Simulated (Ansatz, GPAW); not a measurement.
# A 11-layer slab of Li(111): work function by functional and basis, part 2 of 2

Wanted: work functions and dipole of a 11-layer slab of Li(111), with the cost of each level.

GPAW 26.7.0 and Ansatz 0.2.0; Ansatz plane waves; slab in vacuum with a dipole correction, relaxation; PAW set soft_1 (the session's first sound run).

So far, upper work function (eV): step 2 (relaxation, PBE) 2.82; step 3 (the slab's potential, PBE, GPAW) 2.82; step 4 (self-consistent run: xc = "RPBE") 2.77; step 5 (OptPBE vdW: xc = "optPBE-vdW", GPAW, PAW setups, GPAW) 2.93; step 6 (self-consistent run: xc = "revPBE") 2.75.

## Step 7: Real-space grid: mode = "fd"

A real-space grid is a second complete basis, so it checks the plane-wave result.

run.py reads:

```python
import json
import numpy as np
from ase import Atoms
from gpaw import GPAW

slab = Atoms(
    ['Li', 'Li', 'Li', 'Li', 'Li', 'Li', 'Li', 'Li', 'Li', 'Li', 'Li'],
    positions=[
        [4.93561, 2.84957, 9.00000],
        [0.00000, 0.00000, 10.00748],
        [2.46780, 1.42479, 11.01495],
        [4.93561, 2.84957, 12.02243],
        [0.00000, 0.00000, 13.02990],
        [2.46780, 1.42479, 14.05820],
        [4.93561, 2.84957, 14.91230],
        [-0.00000, -0.00000, 16.04430],
        [2.46780, 1.42479, 17.09532],
        [4.93561, 2.84957, 17.76655],
        [-0.00000, -0.00000, 18.93781]],
    cell=[[4.93561, 0.0, 0.0], [2.4678, 4.27436, 0.0], [0.0, 0.0, 28.07476]],
    pbc=[True, True, False])

slab.calc = GPAW(mode='fd', h=0.18, xc='PBE', kpts={'size': (8, 8, 1), 'gamma': True},
                 occupations={'name': 'fermi-dirac', 'width': 0.1}, nbands='300%',
                 convergence={'density': 1e-05}, maxiter=200,
                 poissonsolver={'dipolelayer': 'xy'},
                 symmetry={'tolerance': 1e-3}, txt='slab.txt')
result = {}
energy = slab.get_potential_energy()
fermi = slab.calc.get_fermi_level()
v = slab.calc.get_electrostatic_potential().mean((0, 1)) - fermi
n = slab.calc.get_pseudo_density().mean((0, 1))
L = slab.cell[2, 2]
z = np.arange(len(v)) * L / len(v)
low, high = slab.positions[:, 2].min(), slab.positions[:, 2].max()
below, above = np.interp([low - 6.8, high + 6.8], z, v)
slopes = [np.interp(x, z, np.gradient(v, z)) for x in (low - 6.8, high + 6.8)]
eps = np.array([[slab.calc.get_eigenvalues(k, s) for k in range(len(slab.calc.get_ibz_k_points()))]
                for s in range(slab.calc.get_number_of_spins())]) - fermi
top, bottom = eps[eps < 0].max(), eps[eps > 0].min()
dipole = slab.get_dipole_moment()[2]
print(f'energy {energy:.4f} eV, Fermi level {fermi:.4f} eV, dipole {dipole:.5f} e A')
print(f'potential 6.8 A off the faces, from the Fermi level: lower {below:.4f} eV, upper {above:.4f} eV')
print(f'slope of the potential there: lower {slopes[0]:.5f}, upper {slopes[1]:.5f} eV/A')
print(f'nearest levels on the mesh: {top:.4f} and {bottom:.4f} eV')
print('magnetic moment', round(slab.get_magnetic_moment(), 3))
result.update(energy=energy, fermi=fermi, dipole=dipole, below=below, above=above, slopes=slopes, edges=[top, bottom],
              z=z.tolist(), v=v.tolist(), n=n.tolist(), positions=slab.positions.tolist(),
              forces=slab.get_forces(apply_constraint=False).tolist(), moments=slab.get_magnetic_moments().tolist())
json.dump(result, open('result.json', 'w'))
```

Run with:

```bash
OMP_NUM_THREADS=1 OPENBLAS_NUM_THREADS=1 python run.py
```

Run time: 3.7 min. Hardware: 1 thread of Intel Xeon Platinum 8488C (Sapphire Rapids), shared host; peak memory 0.72 GiB.

This step gave:

```
dipole along the normal                    : 0.005402 e·Å
levels nearest the Fermi level on the mesh : -0.01286, 0.03008 eV from the Fermi level
upper work function                        : 2.816 eV
lower work function                        : 2.862 eV
```

The upper face's work function is 2.816 eV, against 2.816 eV in the first plane-wave PBE run at this geometry.

## Step 8: Cost and result by level

Times are for 1 thread of Intel Xeon Platinum 8488C (Sapphire Rapids), shared host. The runs compared:

```tsv
no.	run	upper work function (eV)	lower work function (eV)	time	memory (GiB)
1	pw	2.816	2.862	60 s	0.3
2	RPBE	2.769	2.815	57 s	0.29
3	optPBE vdW	2.935	2.977	2.4 min	0.68
4	revPBE	2.753	2.800	63 s	0.3
5	fd	2.816	2.862	3.7 min	0.72
```

## Step 9: A second plane-wave code

A second program with its own datasets checks the number independently.

This step: Ansatz plane waves; slab in vacuum with a dipole correction; PAW set soft_1 (Ansatz 0.2.0).

input.yaml reads:

```yaml
crystal:
  lattice:
    - [4.9356053327, 0.0, 0.0]
    - [2.4678026663, 4.2743596012, 0.0]
    - [0.0, 0.0, 28.0747621974]
  atoms:
    - { symbol: Li, position: [0.6666666667, 0.6666666667, 0.3205726174] }
    - { symbol: Li, position: [0.0, 0.0, 0.3564580939] }
    - { symbol: Li, position: [0.3333333333, 0.3333333333, 0.3923435704] }
    - { symbol: Li, position: [0.6666666667, 0.6666666667, 0.428229047] }
    - { symbol: Li, position: [0.0, 0.0, 0.4641145235] }
    - { symbol: Li, position: [0.3333333333, 0.3333333333, 0.5007416841] }
    - { symbol: Li, position: [0.6666666667, 0.6666666667, 0.5311637179] }
    - { symbol: Li, position: [0.0, 0.0, 0.5714846804] }
    - { symbol: Li, position: [0.3333333333, 0.3333333333, 0.6089211712] }
    - { symbol: Li, position: [0.6666666667, 0.6666666667, 0.6328299399] }
    - { symbol: Li, position: [0.0, 0.0, 0.674549184] }
kpoints:
  mp_grid: { grid: [8, 8, 1] }
hamiltonian:
  xc: pbe
  pseudopotentials: { kind: paw, azcp: { folder: soft_1 } }
scf:
  occupations: { method: fermi_dirac, width: 0.1 }
efield:
  axis: 3
  dipole_correction: true
  ramp_width: 0.05
output:
  forces: true
  write_potential: true
  write_density: true
  volumetric_format: npy
```

Run with:

```bash
ansatz run input.yaml --threads 4 --pin off --max-ram 8192MiB --backend cpu --events-out ev --progress --plain --runs-dir out
```

Elapsed: 8.8 s, on 4 threads; peak memory 0.85 GiB; 32 s of CPU time.

This step gave:

| Quantity | Value |
| --- | --- |
| upper work function | 2.819 eV |
| lower work function | 2.864 eV |
| dipole along the normal | 0.005329 e·Å |
| dipole field | 0.001628 V/Å |
| vacuum level above | 1.515 eV |
| vacuum level below | 1.561 eV |

The electrostatic potential energy of an electron (with the applied field's), less the Fermi level, planar mean oscillates, so the rows of the table below give means over windows of 1 Å about each position, cut where the curve ends. Its maxima inside the range that stand out by 2 % of the span (Å: eV): 9.5: -0.712, 10.5: -0.541, 11.6: -0.505, 12.6: -0.452, 13.5: -0.482, 15.5: 0.0345, 16.5: -0.417, 18.4: -0.196. Its minima: 9.1: -1.00, 9.9: -1.09, 11.0: -0.962, 12.0: -0.939, 13.0: -0.901, 14.2: -1.18, 16.1: -0.743, 17.4: -1.89, 18.9: -0.773.

The electrostatic potential energy of an electron (with the applied field's), less the Fermi level, planar mean by z; means over each step:

```tsv
z (Å)	electrostatic potential energy of an electron (with the applied field's), less the Fermi level, planar mean (eV)
0	2.85
1	2.86
2	2.87
3	2.87
4	2.86
5	2.86
6	2.84
7	2.68
8	1.84
9	-0.565
10	-0.855
11	-0.738
12	-0.702
13	-0.670
14	-0.947
15	-0.719
16	-0.459
17	-1.25
18	-0.972
19	-0.254
20	1.96
21	2.67
22	2.80
23	2.82
24	2.82
25	2.82
26	2.82
27	2.82
```

The valence density, planar mean oscillates, so the rows of the table below give means over windows of 1 Å about each position, cut where the curve ends. Its maxima inside the range that stand out by 2 % of the span (Å: e/Å³): 9.1: 0.190, 9.9: 0.206, 11.0: 0.209, 12.0: 0.210, 13.0: 0.213, 14.0: 0.212, 14.9: 0.212, 16.1: 0.210, 17.1: 0.218, 17.7: 0.212, 18.9: 0.188. Its minima: 9.5: 0.0670, 10.5: 0.0747, 11.6: 0.0739, 12.6: 0.0767, 13.6: 0.0752, 14.5: 0.103, 15.5: 0.0611, 16.5: 0.0723, 17.4: 0.165, 18.4: 0.0567.

Valence density, planar mean against z; means over each step:

```tsv
z (Å)	valence density, planar mean (e/Å³)
4	1.3e-5
5	8.7e-5
6	5.5e-4
7	0.00309
8	0.0144
9	0.124
10	0.141
11	0.142
12	0.141
13	0.143
14	0.145
15	0.141
16	0.140
17	0.156
18	0.138
19	0.120
20	0.0121
21	0.00258
22	4.5e-4
23	7.1e-5
24	1.1e-5
```

Force by atom:

```tsv
atom	x (eV/Å)	y (eV/Å)	z (eV/Å)	size
Li1	0.000	0.000	0.059	0.059
Li2	0.000	0.000	0.179	0.179
Li3	0.000	0.000	-0.083	0.083
Li4	0.000	0.000	-0.153	0.153
Li5	0.000	0.000	-0.005	0.005
Li6	0.000	0.000	-0.007	0.007
Li7	0.000	0.000	0.016	0.016
Li8	0.000	0.000	-0.011	0.011
Li9	0.000	0.000	0.004	0.004
Li10	0.000	0.000	-0.006	0.006
Li11	0.000	0.000	0.006	0.006
```

The upper face's work function is 2.819 eV, against 2.816 eV in the first plane-wave PBE run at this geometry.

## Step 10: Side by side

Results and costs are gathered.

This step: comparison of work functions, dipole and cost; PAW set soft_1 (GPAW 26.7.0).

Ladder, by row:

```tsv
step	code	work function, upper (eV)	work function, lower (eV)	dipole (e Å)	wall time (s)	peak memory (GiB)	threads
pw	GPAW	2.816	2.862	0.005634	59.53	0.3	1
RPBE	GPAW	2.769	2.815	0.005657	57.21	0.29	1
optPBE-vdW	GPAW	2.935	2.977	0.005175	146.6	0.68	1
revPBE	GPAW	2.753	2.8	0.005753	63.04	0.3	1
fd	GPAW	2.816	2.862	0.005402	221.9	0.72	1
ansatz	Ansatz	2.819	2.864	0.005329	8.85	0.847	4
```

## Step 11: What came out

| Property | Result |
| --- | --- |
| work function, upper and lower face | 2.816 and 2.862 eV |
| dipole along the normal | 0.00563 e Å |

With plane waves and PBE the work function is 2.82 eV on the upper face and 2.86 eV on the lower. The measured value for polycrystalline Li, which weights the faces of low work function, is 2.93 eV (as compiled in "Anisotropic work function of elemental crystals", 2019, arxiv:1902.07811); the relaxed upper face lies 0.11 eV under it with PBE, and optPBE-vdW comes nearest (2.93 eV). Measured work functions scatter by a tenth of an eV or more between methods. Over the sound runs of the table the upper face's work function spans 2.753 (revPBE) to 2.935 eV (optPBE-vdW). The two plane-wave codes differ by 0.0028 eV on the upper face. The in-plane lattice was kept as typed, which isn't the functional's own and leaves some strain; spin-orbit coupling and temperature are left out.

[Logs are printed without paths, hosts, clocks, repeated set-up lines and the standing remarks that a program may print on its own settings, such as how far it seeks lower states.]

[Hosts, paths, dates, database ids (printed as entryN), source tags and the programs' standing remarks are cut or masked in the printed files.]
